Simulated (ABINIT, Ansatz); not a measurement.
Computed results, one entry a study.

### Quasiparticle gap of Rb2Pd (Fm-3m) in ABINIT

Symmetry: Fm-3m, No. 225, cubic system. Conventional cell: a = 8.246 Å, b = 8.246 Å, c = 8.246 Å, α = 90.00°, β = 90.00°, γ = 90.00°. Rb has 4 Pd at 3.57 Å nearest. Pd has 8 Rb at 3.57 Å nearest. Farther neighbours, and contacts between anions beyond the nearest, are not listed.

```xyz
3
Lattice="0.0000 4.1232 4.1232 4.1232 0.0000 4.1232 4.1232 4.1232 0.0000" Properties=species:S:1:pos:R:3 pbc="T T T"
Rb    2.0616    2.0616    2.0616
Rb    6.1848    6.1848    6.1848
Pd    0.0000    0.0000    0.0000
```

```
method               : RPA screening on PBEsol, plane waves, norm-conserving pseudopotentials (and 2 further levels or steps)
program              : ABINIT 10.8.3
settings             : cutoff 37 Ha, PseudoDojo scalar-relativistic 0.4.1 standard, norm-conserving, ngkpt (2, 2, 2), nband 245, ecuteps 6.5 Ha, inclvkb 2, shiftk (0, 0, 0), symchi 1, awtr 1, frequency ppm, 2×2×2 k-mesh
cost                 : 5 runs, 5.1 min in all on 4 MPI ranks of Arm Neoverse V2, shared host
notes                : In doubt: a PseudoDojo file used here is known to give poor structures and forces, which bears on pressures, cells, forces and phonons. The program’s warnings: nproc spkpt=  >= nkpt= * nsppol=. The cell and positions are those that the Materials Project relaxed with its own functionals (PBE, PBE+U or r2SCAN), kept fixed. Limits: no spin polarisation; d states lean on the start; no spin-orbit coupling. The 2×2×2 mesh is coarse for this cell, which bears on the long-range parts of exchange and screening. The runs have no spin polarisation. For a closed low-spin shell that is the natural state; where a d or f shell is open it is a constraint, and the gap is then not the crystal’s own.
PBEsol gap           : 0.86 eV, indirect (only 35 meV under the direct gap)
G0W0 gap on the mesh : 1.54 eV
GW settings          : 2×2×2 mesh, 245 bands, screening to 176.9 eV, Godby-Needs plasmon pole
known limits         : short of the basis limit; no spin polarisation; d states lean on the start; no spin-orbit coupling; coarse k mesh
```

G0W0 moves the gap on the mesh from 0.86 eV to 1.54 eV (+0.68 eV), with Z of 0.77 and 0.79 at the edges. Local fields lower the RPA ε∞ on this mesh from 32.05 to 21.91; a Γ-centred mesh this coarse tends to raise both, most where the direct gap is narrow, while a short band sum lowers them.

[Long decimals in the printed logs are rounded to 6 places.]

[Logs are printed without paths, hosts, clocks, repeated set-up lines and the standing remarks that a program may print on its own settings, such as how far it seeks lower states.]

[Paths, hosts, dates, memory and timing lines, banners, echoed tables and standing remarks are left out of the program output; an Ansatz launch command may be rebuilt from the run's recorded settings. Measured values are a selection of at most five: reports struck by readers or far from the other reports are left out. None is set beside runs whose start may be inverted or whose files or cutoffs have a known fault.]

[Runs of the session that timed out or met a known fault of the program may be left out.]

[Hosts, paths, dates, database ids (printed as entryN), source tags and the programs' standing remarks are cut or masked in the printed files.]

[G0W0 gaps are taken among the corrected bands and points alone; a level outside them can change the order at an edge.]

[Where Ansatz stands beside ABINIT at settings called matched, ABINIT's density can come from a denser mesh and the files from another edition; pairs whose starting gaps differed by over 0.03 eV were left out, so agreement reads better than it is.]
